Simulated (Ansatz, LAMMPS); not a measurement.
# Energy and forces of amorphous Hg33S25Se8 (66 atoms), part 2 of 2

What does DFT give for amorphous Hg33S25Se8 (66 atoms) as built?

Ansatz 0.2.0; Kohn-Sham DFT, LDA, PAW (set soft_2), plane waves.

The cell: 33 Hg, 25 S and 8 Se. The quench rate of 300 K/ps far exceeds what a furnace or splat quench reaches. The starting topology of bonds comes from the classical model. Sampling is at Γ alone, for a cell whose shortest periodic width is 12 Å. No spin–orbit coupling is included.

So far. Step 3 (Plane-wave single point): Valence density in the ac plane at fractional y = 0.850, with atoms of Hg and S and Se within 0.2 Å of it. It is the smooth field of the valence electrons, not physical close to the nuclei.

### 3. Plane-wave single point (continued)

Electrostatic potential energy in the ac plane at fractional y = 0.850, with atoms of Hg and S and Se within 0.2 Å of it. With pseudopotentials it is smooth inside the atoms' cores, unlike the true potential.

Values in eV, 13 rows by 16 columns, each cell a mean:
```
 11   9  10  11   6  -1   9  10   6   9   3 -27 -17  10  13  13
 12   9   9  11  12  11  12  13  13  13  12   6   8  13  13  13
  7  -1   7  12  12  -1 -10   7  13  13  12   7   9  12  12  12
-13 -27 -10  11  10 -18 -27  -1   6   4   9   2   4   2  -5   7
  3  -8   2  -7  -8   4   4   6 -25 -33  -1  11   8 -19 -34  -3
 12  11   2 -34 -36  -1  12   9 -11 -17   5  12  11   2  -3   8
 12  12   9  -7  -9   8  12  12  11  11  12  12   4  -6  -3  10
  5   8  11  11  11  11  11  11  12  12  10   9  -2  -4  -8   7
-33 -23   7  12  12  11  10   0  -3   9   9   9   9   3   5  -6
-29 -18   9  13  13  12   9 -21 -28   4  12  12  12  12  11  -3
  4   5  12  13  13  13  12   4   0   9  12  13  12  11  11  10
-21 -24   5  13  13  13  11  -6 -28 -13  10  12  11   6   7   8
 -9 -13   8  13   9   4   9 -10 -34 -19   6  -8  -2   8   9  10
```
Columns run along a (12.0 Å; values clipped at the 3rd and 97th percentile), rows up along c (12.0 Å). Atoms in or near the plane, at fractional coordinates: Hg at (0.04, 0.31), Hg at (0.53, 0.06), Hg at (0.25, 0.57), S at (0.38, 0.74), S at (0.06, 0.09), S at (0.08, 0.72), Se at (0.85, 0.43).

Within 0.4 eV of the Fermi level the largest share is S p (58 % of the projected weight).

### 4. Structure statistics

Bonds and neighbours are counted at the geometry of the runs.

Density 7.67 g/cm³, 26.41 Å³ an atom.

Pair distribution functions g(r), in bins of 0.2 Å:

| r (Å) | total | Hg-Hg | Hg-S | Hg-Se | S-S | S-Se | Se-Se |
| --- | --- | --- | --- | --- | --- | --- | --- |
| 2.50 | 2.14 | 0.00 | 5.50 | 0.40 | 0.00 | 0.00 | 0.00 |
| 2.70 | 2.65 | 0.00 | 4.10 | 8.63 | 0.00 | 0.51 | 0.00 |
| 2.90 | 0.57 | 0.00 | 0.50 | 1.61 | 1.03 | 0.42 | 0.00 |
| 3.10 | 0.86 | 0.53 | 0.60 | 0.26 | 2.79 | 0.00 | 4.59 |
| 3.30 | 0.55 | 0.94 | 0.23 | 0.73 | 1.00 | 0.00 | 0.00 |
| 3.50 | 0.55 | 1.46 | 0.07 | 0.22 | 0.55 | 0.29 | 1.70 |
| 3.70 | 0.65 | 1.40 | 0.37 | 0.00 | 0.83 | 0.51 | 0.00 |
| 3.90 | 1.11 | 1.93 | 0.73 | 1.23 | 0.87 | 0.90 | 0.00 |
| 4.10 | 1.60 | 2.58 | 0.69 | 0.31 | 2.91 | 2.47 | 1.30 |
| 4.30 | 1.79 | 1.52 | 1.41 | 2.11 | 2.41 | 2.65 | 2.31 |
| 4.50 | 1.27 | 1.38 | 1.03 | 1.15 | 1.52 | 0.86 | 6.40 |
| 4.70 | 0.91 | 0.87 | 0.99 | 0.84 | 0.70 | 0.94 | 1.94 |
| 4.90 | 0.88 | 0.59 | 1.23 | 0.77 | 0.37 | 1.30 | 0.00 |
| 5.10 | 0.76 | 0.63 | 1.03 | 0.31 | 0.60 | 0.94 | 0.00 |
| 5.30 | 0.74 | 0.68 | 0.89 | 0.66 | 0.79 | 0.37 | 0.00 |
| 5.50 | 0.60 | 0.68 | 0.55 | 0.62 | 0.59 | 0.46 | 1.46 |
| 5.70 | 0.97 | 0.82 | 1.06 | 0.97 | 1.15 | 0.65 | 1.33 |
| 5.90 | 0.97 | 0.66 | 1.14 | 1.51 | 0.84 | 0.60 | 1.25 |

Bonds by pair of elements; cutoffs follow the first minimum of g(r), held within bounds set by covalent radii, and pairs that aren't listed don't count as bonded:

| pair A-B | cutoff (Å) | bonds | mean length (Å) | spread (Å) | shortest (Å) | B about A | A about B |
| --- | --- | --- | --- | --- | --- | --- | --- |
| Hg-S | 3.02 | 83 | 2.63 | 0.098 | 2.50 | 2.52 | 3.32 |
| Hg-Se | 3.08 | 30 | 2.73 | 0.081 | 2.59 | 0.909 | 3.75 |

How many atoms have how many bonded neighbours:

| element | mean | 1 | 2 | 3 | 4 | 5 |
| --- | --- | --- | --- | --- | --- | --- |
| Hg | 3.42 | 0 | 0 | 19 | 14 | 0 |
| S | 3.32 | 1 | 2 | 11 | 10 | 1 |
| Se | 3.75 | 0 | 0 | 3 | 4 | 1 |

Bond angles (no mean is given where the spread exceeds 20°):

| angle | count | mean (°) | spread (°) |
| --- | --- | --- | --- |
| Hg-S-Hg | 105 | - | - |
| S-Hg-S | 78 | 108 | 15.2 |
| S-Hg-Se | 51 | 109 | 12.7 |
| Hg-Se-Hg | 43 | - | - |
| Se-Hg-Se | 12 | 108 | 10.2 |

Bond length by coordination (bonds to H left out):

| element | coordination | atoms | mean bond length (Å) |
| --- | --- | --- | --- |
| Hg | 3 | 19 | 2.65 |
| Hg | 4 | 14 | 2.66 |
| S | 1 | 1 | 2.56 |
| S | 2 | 2 | 2.61 |
| S | 3 | 11 | 2.64 |
| S | 4 | 10 | 2.62 |
| S | 5 | 1 | 2.65 |
| Se | 3 | 3 | 2.74 |
| Se | 4 | 4 | 2.7 |
| Se | 5 | 1 | 2.80 |

Rings of the network by King's shortest-path rule, up to 12 atoms, one path for each pair of neighbours; H, halogens, alkali and alkaline-earth atoms are left out:

| ring size (atoms) | rings | per network atom |
| --- | --- | --- |
| 4 | 3 | 0.045 |
| 6 | 36 | 0.545 |
| 8 | 52 | 0.788 |
| 10 | 12 | 0.182 |
| 12 | 1 | 0.015 |

Counting bonds as in the table, 58 % of Hg atoms have 3, 44 % of S atoms have 3 and 50 % of Se atoms have 4 bonded neighbours. Rings of 8 atoms are the most common (50 % of those counted); sizes run from 4 to 12, where the search stops.

Local excerpt of 9 atoms (numbers count through the whole input) about S47, picked at random; x, y, z are measured from there.

| atom | x | y | z | distance (Å) | bonds | Fx | Fy | Fz (eV/Å) |
| --- | --- | --- | --- | --- | --- | --- | --- | --- |
| S47 | 0.00 | 0.00 | 0.00 | 0.00 | 3 | -0.33 | 0.38 | 0.56 |
| Hg20 | 1.60 | 1.40 | 1.41 | 2.55 | 3 | 0.66 | -0.72 | -0.83 |
| Hg28 | 1.07 | -2.28 | -0.51 | 2.57 | 4 | 0.16 | 0.09 | 0.14 |
| Hg24 | -2.39 | 0.40 | 1.13 | 2.67 | 4 | 0.05 | -0.59 | -0.44 |
| S58 | 0.03 | 1.15 | -2.67 | 2.90 | 3 | -0.26 | 0.52 | 0.48 |
| S52 | -2.60 | -2.07 | 0.08 | 3.32 | 3 | -0.62 | -0.43 | -0.13 |
| Hg6 | -0.38 | 3.63 | -1.49 | 3.95 | 4 | 0.01 | -0.01 | -0.59 |
| S38 | 1.45 | 3.69 | 0.28 | 3.98 | 4 | -0.08 | -0.01 | 0.38 |
| S54 | 0.84 | -2.45 | -3.06 | 4.01 | 4 | 0.46 | 0.00 | 0.03 |

### 5. Results

| Property | Result |
| --- | --- |
| free energy per atom | -7742.8877 eV/atom |
| pressure | -3.813 GPa |
| r.m.s. force component | 0.3779 eV/Å |
| wall time of the 1 DFT run | 26 s |

In words: Counting bands leaves a spacing of only 0.066 eV (at Γ alone), which the smearing bridges: 6 levels are partly filled by over 2 %, so a gap, if any, is small at this level. Counting bonds as in the table, 58 % of Hg atoms have 3, 44 % of S atoms have 3 and 50 % of Se atoms have 4 bonded neighbours.

What to keep in mind: The geometry was minimised with a classical potential and isn't relaxed at this level: its force components are 0.38 eV/Å r.m.s. The pressure of -3.8 GPa belongs to unrelaxed atoms and would change as they relax.

[Long decimals in the printed logs are rounded to 6 places.]

[Logs are printed without paths, hosts, clocks, repeated set-up lines and the standing remarks that a program may print on its own settings, such as how far it seeks lower states.]

[Hosts, paths, dates, database ids (printed as entryN), source tags and the programs' standing remarks are cut or masked in the printed files.]
